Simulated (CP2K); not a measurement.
3-cyanopyridine has these distinct N atoms: N1 (bonded to C) and N7 (bonded to 2 C).

```xyz
12

N     3.5061    0.4391   -0.0805
C     2.3536    0.2577   -0.0507
C     0.9439    0.0265   -0.0180
C     0.0313    1.0950    0.0097
C    -1.3284    0.8011    0.0378
C    -1.7292   -0.5386    0.0338
N    -0.8700   -1.5746    0.0063
C     0.4372   -1.2900   -0.0178
H     0.3907    2.1229    0.0065
H    -2.0714    1.5971    0.0607
H    -2.7896   -0.7992    0.0534
H     1.1258   -2.1371   -0.0412
```

Their partial N K spectra (CP2K XAS_TDP, all-electron GAPW, PBEh(45%), aug-cc-pVDZ, TDA, GW2X-corrected core level, no relativity) are given in random order, each times the number of alike atoms.

Gaussian full width 0.5 eV, oscillator strength per eV, alike atoms added, rows of zeros left out:

| E (eV) | curve 1 | curve 2 |
| --- | --- | --- |
| 399.00 | 0.000 | 0.001 |
| 399.25 | 0.000 | 0.015 |
| 399.50 | 0.000 | 0.073 |
| 399.75 | 0.000 | 0.087 |
| 400.00 | 0.008 | 0.026 |
| 400.25 | 0.051 | 0.002 |
| 400.50 | 0.099 | 0.000 |
| 400.75 | 0.110 | 0.000 |
| 401.00 | 0.102 | 0.000 |
| 401.25 | 0.033 | 0.000 |
| 401.50 | 0.003 | 0.000 |
| 404.50 | 0.001 | 0.000 |
| 404.75 | 0.004 | 0.000 |
| 405.00 | 0.014 | 0.002 |
| 405.25 | 0.014 | 0.011 |
| 405.50 | 0.004 | 0.020 |
| 405.75 | 0.001 | 0.015 |
| 406.00 | 0.001 | 0.009 |
| 406.25 | 0.002 | 0.005 |
| 406.50 | 0.005 | 0.001 |
| 406.75 | 0.014 | 0.001 |
| 407.00 | 0.016 | 0.005 |
| 407.25 | 0.009 | 0.012 |
| 407.50 | 0.004 | 0.012 |
| 407.75 | 0.001 | 0.008 |
| 408.00 | 0.002 | 0.006 |
| 408.25 | 0.004 | 0.009 |
| 408.50 | 0.006 | 0.017 |
| 408.75 | 0.009 | 0.024 |
| 409.00 | 0.010 | 0.038 |
| 409.25 | 0.008 | 0.058 |

**Question.** Which curve belongs to which atom?

Curve 1: N1 (bonded to C), leading line at 400.47 eV (f = 0.046 an atom), ionisation energy 406.32 eV, term value 5.85 eV. Curve 2: N7 (bonded to 2 C), leading line at 399.66 eV (f = 0.051 an atom), ionisation energy 406.22 eV, term value 6.56 eV. The leading line of an atom is its first one with 35 % of the strongest within 2.5 eV of its lowest line over the strength cut. A line lies at the core ionisation energy, which rises as an atom loses charge to its neighbours or to a π system, less the term value, which is large for a low π* or σ* orbital with weight on that atom.

[Banner, clock and machine lines of the logs are left out without a mark of their own.]

[Logs are printed without paths, hosts, clocks, repeated set-up lines and the standing remarks that a program may print on its own settings, such as how far it seeks lower states.]

[Hosts, paths, dates, database ids (printed as entryN), source tags and the programs' standing remarks are cut or masked in the printed files.]
